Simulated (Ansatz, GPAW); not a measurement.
# A 13-layer slab of Nb(111): work function by functional and basis, part 2 of 2

How far do functional and basis move the work function of a 13-layer slab of Nb(111)?

GPAW 26.7.0 and Ansatz 0.2.0; Ansatz plane waves; slab in vacuum with a dipole correction, relaxation; PAW set soft_1 (the session's first sound run).

So far, upper work function (eV): step 2 (relaxing the atoms, PBE) 3.80; step 4 (self-consistent run: xc = "RPBE") 3.66; step 5 (OptPBE vdW: xc = "optPBE-vdW", GPAW, PAW setups, GPAW) 4.02; step 6 (self-consistent run: xc = "LDA") 4.07; step 7 (self-consistent run: xc = "revPBE") 3.67.

## (8) Self-consistent run: xc = "vdW-DF2"

The same geometry under vdW-DF2, to see how far the functional moves the levels against the vacuum (the van der Waals functionals take revPBE setups).

Contents of run.py:

```python
import json
import numpy as np
from ase import Atoms
from gpaw import GPAW, PW

slab = Atoms(
    ['Nb', 'Nb', 'Nb', 'Nb', 'Nb', 'Nb', 'Nb', 'Nb', 'Nb', 'Nb', 'Nb', 'Nb', 'Nb'],
    positions=[
        [0.00000, 0.00000, 7.00000],
        [2.33345, 1.34722, 7.95263],
        [4.66690, 2.69444, 8.90526],
        [0.00000, 0.00000, 9.85788],
        [2.33345, 1.34722, 10.81051],
        [4.66690, 2.69444, 11.76314],
        [0.00000, 0.00000, 12.73963],
        [2.33345, 1.34722, 13.68274],
        [4.66690, 2.69444, 14.64156],
        [-0.00000, -0.00000, 15.54763],
        [2.33345, 1.34722, 16.62646],
        [4.66690, 2.69444, 17.44689],
        [-0.00000, -0.00000, 18.13476]],
    cell=[[4.6669, 0.0, 0.0], [2.33345, 4.04166, 0.0], [0.0, 0.0, 25.43154]],
    pbc=[True, True, False])

slab.calc = GPAW(mode=PW(400), xc='vdW-DF2', kpts={'size': (8, 8, 1), 'gamma': True},
                 occupations={'name': 'fermi-dirac', 'width': 0.1}, nbands='160%',
                 convergence={'density': 1e-05}, maxiter=200,
                 poissonsolver={'dipolelayer': 'xy'},
                 symmetry={'tolerance': 1e-3}, txt='slab.txt')
result = {}
energy = slab.get_potential_energy()
fermi = slab.calc.get_fermi_level()
v = slab.calc.get_electrostatic_potential().mean((0, 1)) - fermi
n = slab.calc.get_pseudo_density().mean((0, 1))
L = slab.cell[2, 2]
z = np.arange(len(v)) * L / len(v)
low, high = slab.positions[:, 2].min(), slab.positions[:, 2].max()
below, above = np.interp([low - 4.8, high + 4.8], z, v)
slopes = [np.interp(x, z, np.gradient(v, z)) for x in (low - 4.8, high + 4.8)]
eps = np.array([[slab.calc.get_eigenvalues(k, s) for k in range(len(slab.calc.get_ibz_k_points()))]
                for s in range(slab.calc.get_number_of_spins())]) - fermi
top, bottom = eps[eps < 0].max(), eps[eps > 0].min()
dipole = slab.get_dipole_moment()[2]
print(f'energy {energy:.4f} eV, Fermi level {fermi:.4f} eV, dipole {dipole:.5f} e A')
print(f'potential 4.8 A off the faces, from the Fermi level: lower {below:.4f} eV, upper {above:.4f} eV')
print(f'slope of the potential there: lower {slopes[0]:.5f}, upper {slopes[1]:.5f} eV/A')
print(f'nearest levels on the mesh: {top:.4f} and {bottom:.4f} eV')
print('magnetic moment', round(slab.get_magnetic_moment(), 3))
result.update(energy=energy, fermi=fermi, dipole=dipole, below=below, above=above, slopes=slopes, edges=[top, bottom],
              z=z.tolist(), v=v.tolist(), n=n.tolist(), positions=slab.positions.tolist(),
              forces=slab.get_forces(apply_constraint=False).tolist(), moments=slab.get_magnetic_moments().tolist())
json.dump(result, open('result.json', 'w'))
```

Launch:

```bash
OMP_NUM_THREADS=1 OPENBLAS_NUM_THREADS=1 python run.py
```

Elapsed: 29 min, on 1 thread of Arm Neoverse N1, shared host; peak memory 0.85 GiB.

Numbers from this step:

| Item | Value |
| --- | --- |
| dipole along the normal | -0.03390 e·Å |
| levels nearest the Fermi level on the mesh | -0.002092, 0.01033 eV from the Fermi level |
| upper work function | 4.175 eV |
| lower work function | 3.850 eV |

The electrostatic potential energy of an electron (without an applied field's), less the Fermi level, planar mean oscillates, so the rows of the table below give means over windows of 1.91 Å about each position, cut where the curve ends. Its maxima inside the range that stand out by 2 % of the span (Å: eV): 8.5: -11.0, 9.4: -11.1, 10.4: -11.0, 11.3: -11.0, 12.3: -10.7, 13.2: -11.1, 14.2: -11.1, 15.2: -11.5, 16.1: -9.39. Its minima: 7.9: -12.2, 8.9: -12.3, 9.9: -12.3, 10.8: -12.3, 11.8: -12.1, 12.7: -12.2, 13.7: -12.3, 14.6: -12.5, 15.5: -12.0, 17.6: -15.5.

Electrostatic potential energy of an electron (without an applied field's), less the Fermi level, planar mean against z; means over each step:

| z (Å) | electrostatic potential energy of an electron (without an applied field's), less the Fermi level, planar mean (eV) |
| --- | --- |
| 0.95 | 3.87 |
| 2.86 | 3.84 |
| 4.77 | 3.43 |
| 6.68 | -5.64 |
| 8.59 | -11.6 |
| 10.50 | -11.6 |
| 12.41 | -11.5 |
| 14.32 | -11.8 |
| 16.23 | -11.7 |
| 18.14 | -10.0 |
| 20.05 | 3.33 |
| 21.96 | 4.16 |
| 23.87 | 4.18 |

The upper face's work function is 4.175 eV, against 3.801 eV in the first plane-wave PBE run at this geometry.

## (9) Real-space grid: mode = "fd"

A real-space grid is a second complete basis, so it checks the plane-wave result.

Changes to run.py since step 8:

```diff
@@ -3,3 +3,3 @@
 from ase import Atoms
-from gpaw import GPAW, PW
+from gpaw import GPAW
 
@@ -24,3 +24,3 @@
 
-slab.calc = GPAW(mode=PW(400), xc='vdW-DF2', kpts={'size': (8, 8, 1), 'gamma': True},
+slab.calc = GPAW(mode='fd', h=0.18, xc='PBE', kpts={'size': (8, 8, 1), 'gamma': True},
                  occupations={'name': 'fermi-dirac', 'width': 0.1}, nbands='160%',
```

Run time: 2.1 h. Hardware: 1 thread; peak memory 2.9 GiB.

Numbers from this step:

- dipole along the normal: -0.04239 e·Å
- levels nearest the Fermi level on the mesh: -0.002351, 0.01824 eV from the Fermi level
- upper work function: 3.800 eV
- lower work function: 3.394 eV

The upper face's work function is 3.800 eV, against 3.801 eV in the first plane-wave PBE run at this geometry.

## (10) All levels side by side

Times are for 1 thread of Arm Neoverse N1, shared host. The series side by side:

| no. | run | upper work function (eV) | lower work function (eV) | time | memory (GiB) |
| --- | --- | --- | --- | --- | --- |
| 1 | pw | 3.801 | 3.396 | 30 min | 0.53 |
| 2 | RPBE | 3.657 | 3.246 | 29 min | 0.53 |
| 3 | optPBE vdW | 4.016 | 3.642 | 29 min | 0.85 |
| 4 | LDA | 4.073 | 3.674 | 27 min | 0.53 |
| 5 | revPBE | 3.673 | 3.260 | 28 min | 0.53 |
| 6 | vdW DF2 | 4.175 | 3.850 | 29 min | 0.85 |
| 7 | fd | 3.800 | 3.394 | 2.1 h | 2.9 |

## (11) A second plane-wave code

A second program with its own datasets checks the number independently.

This step: Ansatz plane waves; slab in vacuum with a dipole correction; PAW set soft_1 (Ansatz 0.2.0).

Contents of input.yaml:

```yaml
crystal:
  lattice:
    - [4.6669047558, 0.0, 0.0]
    - [2.3334523779, 4.0416580756, 0.0]
    - [0.0, 0.0, 25.43153533]
  atoms:
    - { symbol: Nb, position: [0.0, 0.0, 0.2752488164] }
    - { symbol: Nb, position: [0.3333333333, 0.3333333333, 0.312707347] }
    - { symbol: Nb, position: [0.6666666667, 0.6666666667, 0.3501658776] }
    - { symbol: Nb, position: [0.0, 0.0, 0.3876244082] }
    - { symbol: Nb, position: [0.3333333333, 0.3333333333, 0.4250829388] }
    - { symbol: Nb, position: [0.6666666667, 0.6666666667, 0.4625414694] }
    - { symbol: Nb, position: [0.0, 0.0, 0.5009383762] }
    - { symbol: Nb, position: [0.3333333333, 0.3333333333, 0.5380227423] }
    - { symbol: Nb, position: [0.6666666667, 0.6666666667, 0.5757245305] }
    - { symbol: Nb, position: [0.0, 0.0, 0.6113525109] }
    - { symbol: Nb, position: [0.3333333333, 0.3333333333, 0.6537735159] }
    - { symbol: Nb, position: [0.6666666667, 0.6666666667, 0.6860336058] }
    - { symbol: Nb, position: [0.0, 0.0, 0.7130814447] }
kpoints:
  mp_grid: { grid: [8, 8, 1] }
hamiltonian:
  xc: pbe
  pseudopotentials: { kind: paw, azcp: { folder: soft_1 } }
scf:
  occupations: { method: fermi_dirac, width: 0.1 }
efield:
  axis: 3
  dipole_correction: true
  ramp_width: 0.05
output:
  forces: true
  write_potential: true
  write_density: true
  volumetric_format: npy
```

Launch:

```bash
ansatz run input.yaml --threads 4 --pin off --max-ram 8192MiB --backend cpu --events-out ev --progress --plain --runs-dir out
```

Wall time 53 s (4 threads); peak memory 1.3 GiB; 3.5 min of CPU time.

Numbers from this step:

```
upper work function     : 3.802 eV
lower work function     : 3.395 eV
dipole along the normal : -0.04245 e·Å
dipole field            : -0.01601 V/Å
vacuum level above      : 10.78 eV
```

Electrostatic potential energy of an electron (with the applied field's), less the Fermi level, planar mean against z:

z (Å), electrostatic potential energy of an electron (with the applied field's), less the Fermi level, planar mean (eV) and a bar from the least value:
```
        0        3.6 ##############################
        1        3.4 #############################
        2        3.4 #############################
        3        3.4 #############################
        4        3.4 #############################
        5        3.1 #############################
        6        0.9 #########################
        7       -8.4 ########
        8      -10.2 ####
        9      -10.3 ####
       10      -10.3 ####
       11      -10.4 ####
       12      -10.2 ####
       13      -10.5 ####
       14      -10.6 ####
       15      -11.0 ###
       16       -9.4 ######
       17      -12.6 
       18      -12.4 
       19       -0.1 #######################
       20        3.4 #############################
       21        3.8 ##############################
       22        3.8 ##############################
       23        3.8 ##############################
       24        3.8 ##############################
       25        3.7 ##############################
```

The valence density, planar mean by z:

z (Å), valence density, planar mean (e/Å³) and a bar:
```
        2      0.000 
        3      0.000 
        4      0.001 
        5      0.007 
        6      0.075 ###
        7      0.621 ######################
        8      0.713 #########################
        9      0.715 #########################
       10      0.721 #########################
       11      0.720 #########################
       12      0.711 #########################
       13      0.728 ##########################
       14      0.726 ##########################
       15      0.756 ###########################
       16      0.646 #######################
       17      0.851 ##############################
       18      0.827 #############################
       19      0.127 ####
       20      0.011 
       21      0.001 
       22      0.000 
       23      0.000
```

Force by atom:

| atom | x (eV/Å) | y (eV/Å) | z (eV/Å) | size |
| --- | --- | --- | --- | --- |
| Nb1 | 0.00 | 0.00 | 1.72 | 1.72 |
| Nb2 | 0.00 | 0.00 | 0.11 | 0.11 |
| Nb3 | 0.00 | 0.00 | -1.21 | 1.21 |
| Nb4 | 0.00 | 0.00 | -0.59 | 0.59 |
| Nb5 | 0.00 | 0.00 | -0.32 | 0.32 |
| Nb6 | 0.00 | 0.00 | 0.28 | 0.28 |
| Nb7 | 0.00 | 0.00 | -0.02 | 0.02 |
| Nb8 | 0.00 | 0.00 | 0.00 | 0.00 |
| Nb9 | 0.00 | 0.00 | 0.01 | 0.01 |
| Nb10 | 0.00 | 0.00 | 0.00 | 0.00 |
| Nb11 | 0.00 | 0.00 | -0.01 | 0.01 |
| Nb12 | 0.00 | 0.00 | 0.01 | 0.01 |
| Nb13 | 0.00 | 0.00 | 0.00 | 0.00 |

The upper face's work function is 3.802 eV, against 3.801 eV in the first plane-wave PBE run at this geometry.

## (12) Side by side

Results and costs are gathered.

This step: comparison of work functions, dipole and cost; PAW set soft_1 (GPAW 26.7.0).

Ladder, by row:

| step | code | work function, upper (eV) | work function, lower (eV) | dipole (e Å) | wall time (s) | peak memory (GiB) | threads |
| --- | --- | --- | --- | --- | --- | --- | --- |
| pw | GPAW | 3.801 | 3.396 | -0.04233 | 1771 | 0.53 | 1 |
| RPBE | GPAW | 3.657 | 3.246 | -0.04284 | 1737 | 0.53 | 1 |
| optPBE-vdW | GPAW | 4.016 | 3.642 | -0.03906 | 1712 | 0.85 | 1 |
| LDA | GPAW | 4.073 | 3.674 | -0.04171 | 1612 | 0.53 | 1 |
| revPBE | GPAW | 3.673 | 3.26 | -0.04317 | 1691 | 0.53 | 1 |
| vdW-DF2 | GPAW | 4.175 | 3.85 | -0.0339 | 1752 | 0.85 | 1 |
| fd | GPAW | 3.8 | 3.394 | -0.04239 | 7464 | 2.85 | 1 |
| ansatz | Ansatz | 3.802 | 3.395 | -0.04245 | 53.37 | 1.314 | 4 |

## (13) What came out

```
work function, upper and lower face : 3.801 and 3.396 eV
dipole along the normal             : -0.0423 e Å
```

**Reading.** With plane waves and PBE the work function is 3.80 eV on the upper face and 3.40 eV on the lower. The two faces differ by 0.41 eV, the step that the slab's dipole makes (e p/(ε0 A) gives 0.41 eV), so the dipole layer is needed. The lowest atoms were held at bulk positions, which alone makes the faces unlike. The measured value for this face is 4.08 eV (as compiled in "Anisotropic work function of elemental crystals", 2019, arxiv:1902.07811); the relaxed upper face lies 0.28 eV under it with PBE, and LDA comes nearest (4.07 eV). Measured work functions scatter by a tenth of an eV or more between methods. Over the sound runs of the table the upper face's work function spans 3.657 (RPBE) to 4.175 eV (vdW-DF2). The two plane-wave codes differ by 0.0010 eV on the upper face. The in-plane lattice was kept as typed, which isn't the functional's own and leaves some strain; spin-orbit coupling and temperature are left out.

[Logs are printed without paths, hosts, clocks, repeated set-up lines and the standing remarks that a program may print on its own settings, such as how far it seeks lower states.]

[Hosts, paths, dates, database ids (printed as entryN), source tags and the programs' standing remarks are cut or masked in the printed files.]
